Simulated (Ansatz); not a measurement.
# MgO (Periclase, Fm-3m): from the cell to its phonons

The cell of MgO (Periclase, Fm-3m) is at rest. What are its phonons? After the zone centre comes a 4×4×4 q mesh on a 12×12×12 k mesh.

Program: Ansatz 0.2.0. Level of theory: DFT PBEsol, scalar-relativistic, plane waves, PAW. Results are calculated unless marked as measured.

The experiments to compare with:

For MgO, rocksalt (wedged single crystal slab, 295 K), “Infrared Optical Properties of Ferropericlase (Mg1-xFexO): Experiment and Theory” (2007, arxiv:0704.2267) gives, by infrared reflectance, oscillator fit: ε∞ (high-frequency dielectric constant) 2.95 ± 0.1; infrared mode (TO phonon at Gamma (T1u)) 396.5 cm⁻¹.

The database entry behind the starting cell differs from later determinations by our own check (about 0.1 % long), so it need not match the best structure at ambient conditions.

**1. Set-up**

The structure is cubic, space group Fm-3m (No. 225). Conventional cell: a = 4.214 Å, b = 4.214 Å, c = 4.214 Å, α = 90.00°, β = 90.00°, γ = 90.00°. Mg has 6 O at 2.11 Å nearest. Nearest to O lie 6 Mg at 2.11 Å. Farther neighbours and most contacts between anions are not listed.

**2. Zone-centre response**

The cell comes from relaxations at this level that are not shown. The zone centre comes first: it holds the modes that light can see, as far as symmetry allows. The response to a homogeneous field gives the Born charges and the dielectric tensor.

Input file input.yaml:

```yaml
crystal:
  lattice:
    - [0.0, 2.1071057379, 2.1071057379]
    - [2.1071057379, 0.0, 2.1071057379]
    - [2.1071057379, 2.1071057379, 0.0]
  atoms:
    - { symbol: Mg, position: [0.0, 0.0, 0.0] }
    - { symbol: O, position: [0.5, 0.5, 0.5] }
kpoints:
  mp_grid: { grid: [12, 12, 12] }
hamiltonian:
  xc: pbesol
scf:
  occupations: { method: fixed }
output:
  eigenvalues: true
phonons:
  method: dfpt
  dielectric: true
  rigid_motions: translations
```

Run with:

```bash
$ ansatz run input.yaml --threads 4 --pin off --max-ram 7168MiB --backend cpu --events-out ev --progress --plain --runs-dir out
```

Numbers of over 12 decimals in the logs are rounded to 6 here.

Output:

```text
Engine: ansatz 0.2.0, aarch64-unknown-linux-gnu
Pseudopotentials: kind: paw
Pseudopotential: Mg, paw, valence charge 10, recommended cutoff 420 eV (normal), Mg.paw.azcp
Pseudopotential: O, paw, valence charge 6, recommended cutoff 420 eV (normal), O.paw.azcp
Functional definition: PBEsol
  exchange = pbesol_x
  correlation = pbesol_c
Crystal: 2 atoms, lattice volume = 18.711 Å³
Basis set: ecut = 420 eV, 339 PW (Γ), exchange–correlation on 40×40×40 points (8 copies of the dense FFT grid, shifted against one another)
Bands: 12, of which v1, the nominal top of the filled ones, is band 8 counted from 1 (7 counted from 0)
Symmetry: 48 space group operations
k-points: 163 of 1728 (irreducible under 8 space group operations, time reversal used)
Non-local potential: Mg, projectors of the file, l = 0: 3, l = 1: 2, l = 2: 1
Non-local potential: O, projectors of the file, l = 0: 2, l = 1: 2, l = 2: 1
PAW form: soft (Blöchl's): semilocal exchange-correlation on the pseudo side does not see the compensation charge
PAW frozen core: Mg, regenerated for the run's functional, and the local potential with it (the file was generated under x = pbe(κ = 0.804, μ = 0.219515), c = pbe(β = 0.066725))
PAW frozen core: O, regenerated for the run's functional, and the local potential with it (the file was generated under x = pbe(κ = 0.804, μ = 0.219515), c = pbe(β = 0.066725))
PAW one-centre angular grid: Mg, 110 points (default); XC on 64 Gauss nodes
PAW one-centre angular grid: O, 110 points (default); XC on 64 Gauss nodes
Initial density: superposition of atomic densities (neutral atoms: chi_scale 0, normalization atom), corrected by the library's trained network
Initial wavefunctions: pseudopotential atomic-orbital guess
Functional: x = pbesol(κ = 0.804, μ = 0.123457), c = pbesol(β = 0.046)
SCF iter   1: F=—  HF=-2475.881107 eV  |F-HF|=—  |Δ(HF+E_count)|=         —  Δρ=1.46e-2  dr2=3.15e-2  ethr=1.77e-3  ⟨swp⟩=4.6  Hψ=10174  notcnv=0  defer=295
preconditioner: auto → none  [insulator: Δε(μ)=4.494 eV  Ē_g=18.273 eV  n_scr=8 (ndim 8)  ℏωp=24.3 eV  f_vac=0.000  ε∞_Penn≈2.8]
SCF iter   2: F=—  HF=-2475.873347 eV  |F-HF|=—  |Δ(HF+E_count)|=   7.76e-3  Δρ=6.91e-3  dr2=5.83e-3  ethr=1.97e-4  ⟨swp⟩=2.1  Hψ=4029  notcnv=0  defer=324
SCF iter   3: F=—  HF=-2475.871503 eV  |F-HF|=—  |Δ(HF+E_count)|=   1.84e-3  Δρ=8.56e-4  dr2=7.09e-5  ethr=3.65e-5  ⟨swp⟩=2.0  Hψ=2781  notcnv=0  defer=324
SCF iter   4: F=—  HF=-2475.871484 eV  |F-HF|=—  |Δ(HF+E_count)|=   1.88e-5  Δρ=1.42e-4  dr2=1.59e-6  ethr=4.43e-7  ⟨swp⟩=2.0  Hψ=2701  notcnv=0  defer=237
SCF iter   5: F=—  HF=-2475.871485 eV  |F-HF|=—  |Δ(HF+E_count)|=   8.35e-7  Δρ=1.84e-5  dr2=2.40e-8  ethr=9.97e-9  ⟨swp⟩=2.4  Hψ=2847  notcnv=0  defer=1
SCF iter   6: F=—  HF=-2475.871485 eV  |F-HF|=—  |Δ(HF+E_count)|=   1.79e-8  Δρ=2.49e-6  dr2=2.97e-10  ethr=1.50e-10  ⟨swp⟩=2.1  Hψ=2695  notcnv=0  defer=1
SCF iter   7: F=-2475.871485 eV  HF=-2475.871485 eV  |F-HF|=9.55e-12  |Δ(HF+E_count)|=  4.48e-10  Δρ=3.16e-7  dr2=8.69e-12  ethr=1.00e-12  ⟨swp⟩=7.9  Hψ=10581  notcnv=0
SCF 1 converged in 7 iterations: F = -2475.871485 eV  dr2 = 8.69e-12
  greatest PAW one-centre occupation: 1.000 electrons in one spin orbital (limit 2), on the Mg atom at site 0 (counted from 0), in its partial waves of l = 0
NSCF: frozen V_eff on 1 k-points
DFPT response loops at Γ: preconditioner auto → none (the input reference at scf.mixing.eps_inf says where Resta's filter doesn't serve); β = 0.50; Broyden in place of MSR1
SCF converged after 7 iterations
Free energy (F): -2475.871485 eV
Harris-Foulkes:  -2475.871485 eV  (|F-HF|=9.55e-12)
Internal energy: -2475.871485 eV  (E = F + TS)
E sigma→0 (E₀):  -2475.871485 eV
Fermi energy:    7.994630 eV
--- Per-component energies (eV) ---
  E_band       = -292.432911
  E_kinetic    = 254.938297
  E_local      = -1601.939474  (includes V_loc(G=0)·N_el)
  E_nonlocal   = 143.746644
  E_hartree    = 552.984731
  E_xc         = -103.899128
  E_vxc        = -133.875291  (∫ρ·V_xc dr)
  E_paw        = -433.090175  (= ΣΔE_a)
  E_vpaw       = -61.275151  (= ΣTr[D̂ρ^β])
  E_aug_tail   = 0.002515  (compensation charges beyond the density's cutoff)
  E_ewald      = -1288.709045
  E_core_change = 0.094150  (= ΣΔE_core)
  E_smearing   = -0.000000  (= −TS)
  E_closure    = 0.000000  (closes the sum)
  Σ components = -2475.871485   (vs F -2475.871485, Δ=0.00e0)
--- Band table (eV; the first three rows and the last of 163) ---
  k-point 0: bands = [... 4 lower, -9.1920, 7.9946, 7.9946, 7.9946, 12.6138, 23.6608, 23.6608, 23.6608]
  k-point 1: bands = [... 4 lower, -9.1145, 7.5155, 7.9468, 7.9468, 13.0743, 22.6775, 23.8298, 23.8298]
  k-point 2: bands = [... 4 lower, -8.8954, 6.4654, 7.8190, 7.8190, 14.0423, 21.2962, 24.2283, 24.2283]
  k-point 162: bands = [... 4 lower, -7.5577, 5.0176, 5.0176, 6.2069, 19.4920, 19.4920, 20.0516, 23.3758]
--- Phonons (Γ-DFPT): 2 representative perturbations + reference, on 163 of 1728 k-points (Σ response iterations 7) ---
  k mesh reduced under 8 symmetry operations, with k and −k counted as one. Each operation leaves every solved perturbation unchanged. A smaller set is not considered because the run solves the response to a homogeneous field
  ASR residual: 1.840e-4 → 0.000e0 eV/Å²; symmetrization residual: 1.226e-6 eV/Å²
  ASR residual per site (eV/Å²): 1.40e-4 1.84e-4
  Γ frequencies (cm⁻¹): 0.00 0.00 0.00 387.50 387.50 387.50
  ε∞ (high-frequency dielectric tensor):
        3.245723    -0.000000     0.000000
        0.000000     3.245723    -0.000000
        0.000000     0.000000     3.245723
  ε⁰ (static dielectric tensor: ions relaxed, cell fixed):
       10.364588     0.000000     0.000000
        0.000000    10.364588    -0.000000
       -0.000000     0.000000    10.364588
  ε⁰ − ε∞ (ionic part):
        7.118865     0.000000    -0.000000
        0.000000     7.118865     0.000000
       -0.000000     0.000000     7.118865
  softest optical mode at Γ: 387.50 cm⁻¹; the repairs (sum rule, projections) moved no ω² at Γ by more than (1.80 cm⁻¹)²
  Born effective charges Z* (e; rows j = field, columns β = displacement):
    site 0:
         1.98032    0.00000    0.00000
         0.00000    1.98032    0.00000
         0.00000    0.00000    1.98032
    site 1:
        -1.98032   -0.00000    0.00000
        -0.00000   -1.98032    0.00000
         0.00000   -0.00000   -1.98032
  Z* charge neutrality: 2.406e-6 e pre-enforcement
  k-mesh period / interband length: 35.8 Å / 1.48 Å = 24.18 at k = (0.0000, 0.0000, 0.0000), direct gap 4.619 eV — 14 or more, which is no proof of convergence
  optical modes at Γ without the LO–TO term, one row a degenerate level:
      ω (cm⁻¹)  modes    IR ((D/Å)²/amu)
        387.50      3            28.1329
  optical modes at Γ + LO–TO along q̂ = [1.0000, 0.0000, 0.0000]:
      ω (cm⁻¹)  modes    IR ((D/Å)²/amu)
        387.50      2            18.7553
        692.46      1             9.3776
  optical modes at Γ + LO–TO along q̂ = [0.0000, 1.0000, 0.0000]:
      ω (cm⁻¹)  modes    IR ((D/Å)²/amu)
        387.50      2            18.7553
        692.46      1             9.3776
  optical modes at Γ + LO–TO along q̂ = [0.0000, 0.0000, 1.0000]:
      ω (cm⁻¹)  modes    IR ((D/Å)²/amu)
        387.50      2            18.7553
        692.46      1             9.3776
```

Run time: 4.7 s. Hardware: 4 threads of Arm Neoverse V1, shared host; peak memory 0.39 GiB.

Numbers from this step:

```
gap on the k-mesh                                       : 4.619 eV
volume per atom                                         : 9.355 Å³
sum-rule residual before enforcement                    : 1.84e-4 eV/Å²
miss of the charge sum rule                             : 2.41e-6 e
point group                                             : m-3m
highest optical mode at the zone centre (no LO-TO term) : 387.5 cm⁻¹
lowest optical zone-centre mode                         : 387.5 cm⁻¹
mean high-frequency dielectric constant                 : 3.246
largest Born charge (third of the trace)                : 1.980 e
mean static dielectric constant                         : 10.36
top of the zone-centre spectrum with the field          : 692.5 cm⁻¹
```

Without the LO-TO term. Patterns of degenerate modes are one choice out of their space. Modes at Γ, with each element's share of the kinetic energy:

| mode | frequency (cm⁻¹) | symmetry | Mg % | O % |
| --- | --- | --- | --- | --- |
| 1 | 0.0 | acoustic | 60 | 40 |
| 2 | 0.0 | acoustic | 60 | 40 |
| 3 | 0.0 | acoustic | 60 | 40 |
| 4 | 387.5 | T1u | 40 | 60 |
| 5 | 387.5 | T1u | 40 | 60 |
| 6 | 387.5 | T1u | 40 | 60 |

Displacements in mode 4 (387.5 cm⁻¹), the largest set to 1:
```
Mg1  0.00  0.00 -0.66
O2   0.00  0.00  1.00
```

Optical modes at the zone centre, without and with the macroscopic field of the longitudinal modes; each column is sorted by frequency, so a row need not hold one and the same mode. Modes with and without the field, by row:

```
rank among optical modes  no field (cm⁻¹)  q along (1, 0, 0) (cm⁻¹)
                       1            387.5                     387.5
                       2            387.5                     387.5
                       3            387.5                     692.5
```

Born charge (rows field, columns displacement) (e), principal values of the symmetric part by kind of site:

```
atom  atoms with these values    low  middle   high   mean
 Mg1                        1   1.98    1.98   1.98   1.98
  O2                        1  -1.98   -1.98  -1.98  -1.98
```

In full for Mg1:

```
1.98 0.00 0.00
0.00 1.98 0.00
0.00 0.00 1.98
```

High-frequency dielectric tensor:

```
3.25 0.00 0.00
0.00 3.25 0.00
0.00 0.00 3.25
```

Static dielectric tensor (ions relaxed, fixed cell):

```
10.36  0.00  0.00
 0.00 10.36  0.00
 0.00  0.00 10.36
```

Transverse modes. Lines of the infrared spectrum (strongest = 100):

| position (cm⁻¹) | label | relative intensity |
| --- | --- | --- |
| 388 | T1u | 100 |

Before it was imposed, the acoustic sum rule was missed by 1.8e-4 eV/Å² and the charge sum rule by 2.4e-6 e. Small misses are needed for a sound result but don't prove that mesh and cutoff are converged. The lowest optical mode is real, 388 cm⁻¹.

(Part 1 of 3 ends here.)

[Logs are printed without paths, hosts, clocks, repeated set-up lines and the standing remarks that a program may print on its own settings, such as how far it seeks lower states.]

[Hosts, paths, dates, database ids (printed as entryN), source tags and the programs' standing remarks are cut or masked in the printed files.]
